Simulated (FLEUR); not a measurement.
# MnH2O2 (Pyrochroite): parallel and opposed starts

A self-consistent run ends on one state, which hangs on the start. Several orders of MnH2O2 (Pyrochroite) are started in FLEUR and their energies compared.

Program: FLEUR MaX-R8.1. Level of theory: PBEsol with U = 4 eV on Mn d; all-electron FLAPW, Dirac cores, scalar-relativistic bands. Results are calculated unless marked as measured.

### 1. The starting structure

The structure is trigonal, space group P-3m1 (No. 164). The conventional cell has a = 3.250 Å, b = 3.250 Å, c = 4.480 Å, α = 90.00°, β = 90.00°, γ = 120.00°. Mn has 6 O at 2.13 Å nearest. Nearest to H lie 1 O at 0.99 Å. O has 1 H at 0.99 Å and 3 Mn at 2.13 Å nearest. Farther neighbours and most contacts between anions are not listed.

As a file:

```xyz
5
Lattice="3.2500 0.0000 0.0000 -1.6250 2.8146 0.0000 0.0000 0.0000 4.4800" Properties=species:S:1:pos:R:3 pbc="T T T"
Mn    0.0000    0.0000    0.0000
H     0.0000    1.8764    1.9981
H     1.6250    0.9382    2.4819
O     0.0000    1.8764    1.0125
O     1.6250    0.9382    3.4675
```

### 2. Order 1, typed as ferro +

The parallel start comes first: it shows whether parallel moments hold. The U counters the self-interaction that shrinks the moments of a localised shell.

inpgen writes inp.xml from crystal.txt; cutoffs, mixing, functional, smearing and local orbitals are then set in the file. The k list default-1 (kpts.xml, not shown) is a Γ-centred 8×8×8 mesh; where the ranks do not divide the number of points, some are split in two of half the weight.

Contents of inp.xml:

```
<?xml version="1.0" encoding="UTF-8" standalone="no"?>
<fleurInput fleurInputVersion="0.39">
   <comment>
      MnH2O2
   </comment>
   <calculationSetup>
      <cutoffs Kmax="4.4" Gmax="13.2" GmaxXC="13.2" numbands="0"/>
      <scfLoop itmax="130" minDistance="0.0001" maxIterBroyd="15" imix="Anderson" alpha="0.05" precondParam="0.0" spinf="2.0" sdNocoIR="T"/>
      <coreElectrons ctail="T" frcor="F" kcrel="0" coretail_lmax="0"/>
      <xcFunctional name="PBEs" relativisticCorrections="F"/>
      <magnetism jspins="2"/>
      <soc l_soc="F" theta="0.0" phi="0.0" spav="F"/>
      <expertModes spex="0" secvar="F"/>
      <geometryOptimization l_f="F" forcealpha="1.0" forcemix="BFGS" epsdisp="0.00001" epsforce="0.00001"/>
      <ldaU l_linMix="F" mixParam="0.05" spinf="1.0"/>
   </calculationSetup>
   <cell>
      <bzIntegration valenceElectrons="29.0" mode="hist" fermiSmearingEnergy="0.00183747">
         <kPointListSelection listName="default-1"/>
         <xi:include xmlns:xi="http://www.w3.org/2001/XInclude" href="kpts.xml"> </xi:include>
      </bzIntegration>
      <xi:include xmlns:xi="http://www.w3.org/2001/XInclude" href="sym.xml"> </xi:include>
      <bulkLattice scale="1.0">
         <bravaisMatrix>
            <row-1>    6.1416099049499993     0.0000000000000000     0.0000000000000000</row-1>
            <row-2>   -3.0708049524749996     5.3187901978219170     0.0000000000000000</row-2>
            <row-3>    0.0000000000000000     0.0000000000000000     8.4659730382080003</row-3>
         </bravaisMatrix>
      </bulkLattice>
   </cell>
   <atomSpecies>
      <species name="Manganese 4.501" element="Mn" atomicNumber="25">
         <mtSphere radius="2.8" gridPoints="925" logIncrement="0.013"/>
         <atomicCutoffs lmax="10" lnonsphr="8"/>
         <electronConfig flipSpins="F">
            <coreConfig>(1s1/2) (2s1/2) (2p1/2) (2p3/2)</coreConfig>
            <valenceConfig>(3s1/2) (3p1/2) (3p3/2) (4s1/2) (3d3/2) (3d5/2)</valenceConfig>
            <stateOccupation state="(3d3/2)" spinUp="1.7505" spinDown="0.2495"/>
            <stateOccupation state="(3d5/2)" spinUp="3.0" spinDown="0.0"/>
         </electronConfig>
         <energyParameters s="4" p="4" d="3" f="4"/>
         <ldaU l="2" U="4.0" J="0.0" l_amf="F"/>
         <lo type="SCLO" l="0" n="3" eDeriv="0"/>
         <lo type="SCLO" l="1" n="3" eDeriv="0"/>
      </species>
      <species name="Hydrogen (H)" element="H" atomicNumber="1">
         <mtSphere radius="0.79" gridPoints="263" logIncrement="0.03"/>
         <atomicCutoffs lmax="6" lnonsphr="4"/>
         <electronConfig flipSpins="F">
            <coreConfig></coreConfig>
            <valenceConfig>(1s1/2)</valenceConfig>
            <stateOccupation state="(1s1/2)" spinUp="0.500000" spinDown="0.500000"/>
         </electronConfig>
         <energyParameters s="1" p="2" d="3" f="4"/>
      </species>
      <species name="Oxygen (O)" element="O" atomicNumber="8">
         <mtSphere radius="1.03" gridPoints="341" logIncrement="0.03"/>
         <atomicCutoffs lmax="6" lnonsphr="4"/>
         <electronConfig flipSpins="F">
            <coreConfig>(1s1/2)</coreConfig>
            <valenceConfig>(2s1/2) (2p1/2) (2p3/2)</valenceConfig>
            <stateOccupation state="(2p1/2)" spinUp="0.666667" spinDown="0.666667"/>
            <stateOccupation state="(2p3/2)" spinUp="1.333333" spinDown="1.333333"/>
         </electronConfig>
         <energyParameters s="2" p="2" d="3" f="4"/>
      </species>
   </atomSpecies>
   <atomGroups>
      <atomGroup species="Manganese 4.501">
         <relPos label="                   1">.0000000000 .0000000000 .0000000000</relPos>
         <force calculate="T" relaxXYZ="TTT"/>
      </atomGroup>
      <atomGroup species="Hydrogen (H)">
         <relPos label="                   2">1.000/3.000 -1.000/3.000 .4460000000</relPos>
         <relPos label="                   3">-1.000/3.000 1.000/3.000 -.4460000000</relPos>
         <force calculate="T" relaxXYZ="TTT"/>
      </atomGroup>
      <atomGroup species="Oxygen (O)">
         <relPos label="                   4">1.000/3.000 -1.000/3.000 .2260000000</relPos>
         <relPos label="                   5">-1.000/3.000 1.000/3.000 -.2260000000</relPos>
         <force calculate="T" relaxXYZ="TTT"/>
      </atomGroup>
   </atomGroups>
   <output dos="F" band="F" slice="F">
      <bandDOS minEnergy="-.5*Htr" maxEnergy="0.5*Htr" sigma="0.015" storeEVData="T"/>
      <plotting iplot="0" polar="F">
         <plot TwoD="T" vec1="  1.0  0.0  0.0" vec2="  0.0  1.0  0.0" vec3="  0.0  0.0  1.0" zero="  0.0  0.0  0.0" file="plot"/>
      </plotting>
      <moessbauerParams electricFieldGradient="F" isomerShift="F" coreHyperfine="F" valenceHyperfine="F"/>
   </output>
</fleurInput>
```

Contents of crystal.txt:

```
MnH2O2
&input film=F cartesian=F /
3.25000000000  0.00000000000  0.00000000000
-1.62500000000  2.81458256230  0.00000000000
0.00000000000  0.00000000000  4.48000000000
1.8897261246
1.0 1.0 1.0

5
25 0.00000000000  0.00000000000  0.00000000000 : 4.501
1 0.33333333333  0.66666666667  0.44600000000
1 0.66666666667  0.33333333333  0.55400000000
8 0.33333333333  0.66666666667  0.22600000000
8 0.66666666667  0.33333333333  0.77400000000

&kpt div1=8 div2=8 div3=8 gamma=T /
```

Launch:

```bash
$ OMP_NUM_THREADS=1 inpgen -f crystal.txt > inpgen.log  # inp.xml is then edited as shown
$ OMP_NUM_THREADS=1 mpirun -n 4 fleur_MPI > fleur.log
```

The program printed:

```text
Welcome to FLEUR        (www.flapw.de)
      MaX-Release 8.1          (www.max-centre.eu)

 ========== k-point set info ==========
 Selected k-point list: default-1
 k-point list type: mesh
 0 x 0 x 0
 Number of k points: 68

 ------------Calculation Setup---------------------------
 Number of MPI-tasks      :            4
 Number of PE/node        :            4
 Number of OMP-threads    :            1
 k-points in parallel     :            4
 pe's per k-point         :            1
 No of k-point loops      :           17
 Eigenvalue solver        :       lapack
 Number of basis functions:          455
 Approximate size of matrices (H+S) per k-point:         0.003 GB
 --------------------------------------------------------
 no density matrix found ... skipping LDA+U
Nuclear radius smaller than smallest radial mesh point for atom type 2 -- skipping its core isomer shift
 Reset of history
 Iteration:     1   Distance:      24.80984387 me/bohr^3
Nuclear radius smaller than smallest radial mesh point for atom type 2 -- skipping its core isomer shift
 Iteration:     2   Distance:      23.16024381 me/bohr^3
Nuclear radius smaller than smallest radial mesh point for atom type 2 -- skipping its core isomer shift
 Iteration:     3   Distance:      21.46723100 me/bohr^3
Nuclear radius smaller than smallest radial mesh point for atom type 2 -- skipping its core isomer shift
 Iteration:     4   Distance:      13.39536064 me/bohr^3
Nuclear radius smaller than smallest radial mesh point for atom type 2 -- skipping its core isomer shift
 Iteration:     5   Distance:       6.77001220 me/bohr^3
Nuclear radius smaller than smallest radial mesh point for atom type 2 -- skipping its core isomer shift
 Iteration:     6   Distance:       1.99430788 me/bohr^3
Nuclear radius smaller than smallest radial mesh point for atom type 2 -- skipping its core isomer shift
 Iteration:     7   Distance:       0.84299543 me/bohr^3
Nuclear radius smaller than smallest radial mesh point for atom type 2 -- skipping its core isomer shift
 Iteration:     8   Distance:       0.69933173 me/bohr^3
Nuclear radius smaller than smallest radial mesh point for atom type 2 -- skipping its core isomer shift
 Iteration:     9   Distance:       0.06427885 me/bohr^3
Nuclear radius smaller than smallest radial mesh point for atom type 2 -- skipping its core isomer shift
 Iteration:    10   Distance:       0.05621370 me/bohr^3
Nuclear radius smaller than smallest radial mesh point for atom type 2 -- skipping its core isomer shift
 Iteration:    11   Distance:       0.01696618 me/bohr^3
Nuclear radius smaller than smallest radial mesh point for atom type 2 -- skipping its core isomer shift
 Iteration:    12   Distance:       0.01390615 me/bohr^3
Nuclear radius smaller than smallest radial mesh point for atom type 2 -- skipping its core isomer shift
 Iteration:    13   Distance:       0.00313797 me/bohr^3
Nuclear radius smaller than smallest radial mesh point for atom type 2 -- skipping its core isomer shift
 Iteration:    14   Distance:       0.00084017 me/bohr^3
Nuclear radius smaller than smallest radial mesh point for atom type 2 -- skipping its core isomer shift
 Iteration:    15   Distance:       0.00042932 me/bohr^3
Nuclear radius smaller than smallest radial mesh point for atom type 2 -- skipping its core isomer shift
 Iteration:    16   Distance:       0.00005939 me/bohr^3

 ********************************************************************
 Run finished successfully
 Stop message:
   all done
 ********************************************************************

--- out.xml (last complete iteration) ---
<iteration numberForCurrentRun="   16" overallNumber="   16">
         [... left out ...]
         <bandgap value="1.1971972472" units="eV"/>
         <sumValenceSingleParticleEnergies value="21.3584353684" units="Htr"/>
         <FermiEnergy value="1.4837240037" units="Htr"/>
         <valenceDensity>
            <mtCharges spin="1">
               <mtCharge atomType="1" total="9.8992456" s="1.2439672" p="3.3672415" d="5.0823195" f="0.1220858"/>
               <mtCharge atomType="2" total="0.1674540" s="0.1522448" p="0.0129852" d="0.0019024" f="0.0002851"/>
               <mtCharge atomType="3" total="1.4280549" s="0.4515842" p="0.9748568" d="0.0014127" f="0.0001725"/>
            </mtCharges>
            <mtCharges spin="2">
               <mtCharge atomType="1" total="5.1600579" s="1.2045650" p="3.3283171" d="0.4280425" f="0.1185858"/>
               <mtCharge atomType="2" total="0.1641861" s="0.1494178" p="0.0126010" d="0.0018559" f="0.0002765"/>
               <mtCharge atomType="3" total="1.3881808" s="0.4420327" p="0.9450652" d="0.0009117" f="0.0001445"/>
            </mtCharges>
            <spinDependentCharge spin="1" total="17.0000000" interstitial="3.9097367" mtSpheres="13.0902633"/>
            <spinDependentCharge spin="2" total="12.0000000" interstitial="3.7352084" mtSpheres="8.2647916"/>
            <totalCharge value="29.0000000000"/>
         </valenceDensity>
         [... left out ...]
         <allElectronCharges>
            <spinDependentCharge spin="1" total="24.0000000" interstitial="3.9098488" mtSpheres="20.0901512"/>
            <spinDependentCharge spin="2" total="19.0000000" interstitial="3.7353204" mtSpheres="15.2646796"/>
            <totalCharge value="42.9999999981"/>
         </allElectronCharges>
         <magneticMomentsInMTSpheres units="muBohr">
            <globalMagMoment atomType="1" vec="0.00000   0.00000   4.73919"/>
            <localMagMoment atomType="1" vec="0.00000   0.00000   4.73919"/>
            <globalMagMoment atomType="2" vec="0.00000   0.00000   0.00327"/>
            <localMagMoment atomType="2" vec="0.00000   0.00000   0.00327"/>
            <globalMagMoment atomType="3" vec="0.00000   0.00000   0.03987"/>
            <localMagMoment atomType="3" vec="0.00000   0.00000   0.03987"/>
         </magneticMomentsInMTSpheres>
         <moessbauerParams unitsHFF="kG" unitsIS="e/bohr^3" unitsEFG="Htr/bohr^2">
         </moessbauerParams>
         <totalEnergy value="    -1308.4714045540" units="Htr">
            <sumOfEigenvalues value="     -694.8273879740">
               <coreElectrons value="-716.1858233424"/>
               <valenceElectrons value="21.3584353684"/>
            </sumOfEigenvalues>
            <densityCoulombPotentialIntegral value="-1926.6723078737"/>
            <densityEffectivePotentialIntegral value="-2016.2431449171"/>
            <chargeDenXCDenIntegral value="-68.5248320765"/>
            <FockExchangeEnergyValence value="0.0000000000"/>
            <FockExchangeEnergyCore value="0.0000000000"/>
            <atomTypeDependentContributions atomType="1">
               <electronNucleiInteractionDifferentMTs value="1386.3043497920"/>
               <MadelungTerm value="-18.8259358959"/>
            </atomTypeDependentContributions>
            <atomTypeDependentContributions atomType="2">
               <electronNucleiInteractionDifferentMTs value="0.6973222734"/>
               <MadelungTerm value="-1.9236696996"/>
            </atomTypeDependentContributions>
            <atomTypeDependentContributions atomType="3">
               <electronNucleiInteractionDifferentMTs value="160.1813284024"/>
               <MadelungTerm value="-30.4783591441"/>
            </atomTypeDependentContributions>
            <dftUCorrection value="-0.3847897237"/>
            <tkbTimesEntropy value="0.0000000000"/>
            <freeEnergy value="-1308.4714045540"/>
            <extrapolationTo0K value="-1308.4714045540"/>
         </totalEnergy>
         <ldaUDensityMatrix>
            <densityMatrixFor spin="1" atomType="1" uIndex="1" l="2" U="4.00000000" J="0.00000000">
               (+1.02242,+0.00000) (+0.00000,+0.00000) (+0.00000,+0.00000) (+0.00000,+0.04119) (+0.00000,+0.00000)
               (+0.00000,+0.00000) (+1.03060,+0.00000) (+0.00000,+0.00000) (+0.00000,+0.00000) (+0.00000,-0.04119)
               (+0.00000,+0.00000) (+0.00000,+0.00000) (+0.97629,+0.00000) (+0.00000,+0.00000) (+0.00000,+0.00000)
               (+0.00000,-0.04119) (+0.00000,+0.00000) (+0.00000,+0.00000) (+1.03060,+0.00000) (+0.00000,+0.00000)
               (+0.00000,+0.00000) (+0.00000,+0.04119) (+0.00000,+0.00000) (+0.00000,+0.00000) (+1.02242,+0.00000)
            </densityMatrixFor>
            <densityMatrixFor spin="2" atomType="1" uIndex="1" l="2" U="4.00000000" J="0.00000000">
               (+0.09205,+0.00000) (+0.00000,+0.00000) (+0.00000,+0.00000) (+0.00000,+0.06747) (+0.00000,+0.00000)
               (+0.00000,+0.00000) (+0.11151,+0.00000) (+0.00000,+0.00000) (+0.00000,+0.00000) (+0.00000,-0.06747)
               (+0.00000,+0.00000) (+0.00000,+0.00000) (+0.02093,+0.00000) (+0.00000,+0.00000) (+0.00000,+0.00000)
               (+0.00000,-0.06747) (+0.00000,+0.00000) (+0.00000,+0.00000) (+0.11151,+0.00000) (+0.00000,+0.00000)
               (+0.00000,+0.00000) (+0.00000,+0.06747) (+0.00000,+0.00000) (+0.00000,+0.00000) (+0.09205,+0.00000)
            </densityMatrixFor>
         </ldaUDensityMatrix>
         <ldaUDensityMatrixConvergence>
            <distance spin="1" distance="0.000001"/>
            <distance spin="2" distance="0.000001"/>
         </ldaUDensityMatrixConvergence>
         <densityConvergence units="me/bohr^3">
            <chargeDensity spin="1" distance="0.0000481823"/>
            <chargeDensity spin="2" distance="0.0000268019"/>
            <overallChargeDensity distance="0.0000593940"/>
            <spinDensity distance="0.0000505184"/>
         </densityConvergence>
      </iteration>
```

Wall time 18 s (4 MPI ranks of AMD EPYC 9R45, shared host); peak memory 0.31 GiB.

Spin moment in the muffin-tin sphere by atom:

```csv
atom,spin moment in the muffin-tin sphere (μB)
Mn1,4.74
H2,0.00
H3,0.00
O4,0.04
O5,0.04
```

Read from the output:

```yaml
free_energy: -35605.3208 eV
program_s_band_gap_on_this_mesh_in_a_metal_only_a_level_spacing: 1.197 eV
magnetization: 5 μB
final_state: ferromagnetic
```

After 16 cycles the largest moment stands at 4.74 μB.

[end of part 1 of 2]

[Logs and program files are shortened in this print: banners, set-up blocks, solver, clock and traceback lines can be left out without a mark of their own.]

[Logs are printed without paths, hosts, clocks, repeated set-up lines and the standing remarks that a program may print on its own settings, such as how far it seeks lower states.]

[Hosts, paths, dates, database ids (printed as entryN), source tags and the programs' standing remarks are cut or masked in the printed files.]

[Where a cell is said to come from a database of computed structures, the database is the Materials Project.]
